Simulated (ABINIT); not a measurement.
An input for ABINIT 10.8.3 (ScHO2 (R-3m)):

```
acell 3*1.0 Angstrom
rprim 
  1.616589043500 0.933338119408 4.530924155205
  -1.616589043500 0.933338119408 4.530924155205
  0.000000000000 -1.866676238893 4.530924155189
ntypat 3
znucl 21 1 8
natom 4
typat 1 2 3 3
xred 
  0.000000000000 0.000000000000 0.000000000000
  0.500000000000 0.500000000000 0.500000000000
  0.589701000000 0.589701000000 0.589701000000
  0.410299000000 0.410299000000 0.410299000000
pp_dirpath "pseudos"
pseudos "Sc.upf, H.upf, O.upf"
ecut 36
ngkpt 4 4 4
nshiftk 1
shiftk 0 0 0
kptopt 1
chksymbreak 0
istwfk *1
occopt 1
irdwfk 1
optdriver 4
nband 61
gwcalctyp 10
ecutsigx 36
symsigma 1
nkptgw 13
kptgw 
  0.0000000000 0.0000000000 0.0000000000
  0.2500000000 0.0000000000 0.0000000000
  0.5000000000 0.0000000000 0.0000000000
  0.2500000000 0.2500000000 0.0000000000
  0.5000000000 0.2500000000 0.0000000000
  -0.2500000000 0.2500000000 0.0000000000
  0.5000000000 0.5000000000 0.0000000000
  0.2500000000 0.2500000000 0.2500000000
  0.5000000000 0.2500000000 0.2500000000
  -0.2500000000 0.2500000000 0.2500000000
  0.5000000000 0.5000000000 0.2500000000
  -0.2500000000 0.5000000000 0.2500000000
  0.5000000000 0.5000000000 0.5000000000
bdgw 
  7 16
  7 16
  7 16
  7 16
  7 16
  7 16
  7 16
  7 16
  7 16
  7 16
  7 16
  7 16
  7 16
ecuteps 4.8
irdscr 1
ppmodel 1
indata_prefix "in"
outdata_prefix "out"
tmpdata_prefix "tmp"
```

```sh
OMP_NUM_THREADS=1 mpirun -n 8 abinit run.abi > log
```

Estimate wall time and host memory on 8 MPI ranks of Arm Neoverse V2, shared host.

It took 52 s; on shared hardware allow 26 s to 1.7 min. Peak host memory was 3.3 GiB.

[Paths, hosts, dates, memory and timing lines, banners, echoed tables and standing remarks are left out of the program output.]

[Logs are printed without paths, hosts, clocks, repeated set-up lines and the standing remarks that a program may print on its own settings, such as how far it seeks lower states.]

[Runs of the session that timed out or met a known fault of the program may be left out.]

[Hosts, paths, dates, database ids (printed as entryN), source tags and the programs' standing remarks are cut or masked in the printed files.]

[G0W0 gaps are taken among the corrected bands and points alone; a level outside them can change the order at an edge.]

[Where Ansatz stands beside ABINIT at settings called matched, ABINIT's density can come from a denser mesh and the files from another edition; pairs whose starting gaps differed by over 0.03 eV were left out, so agreement reads better than it is.]
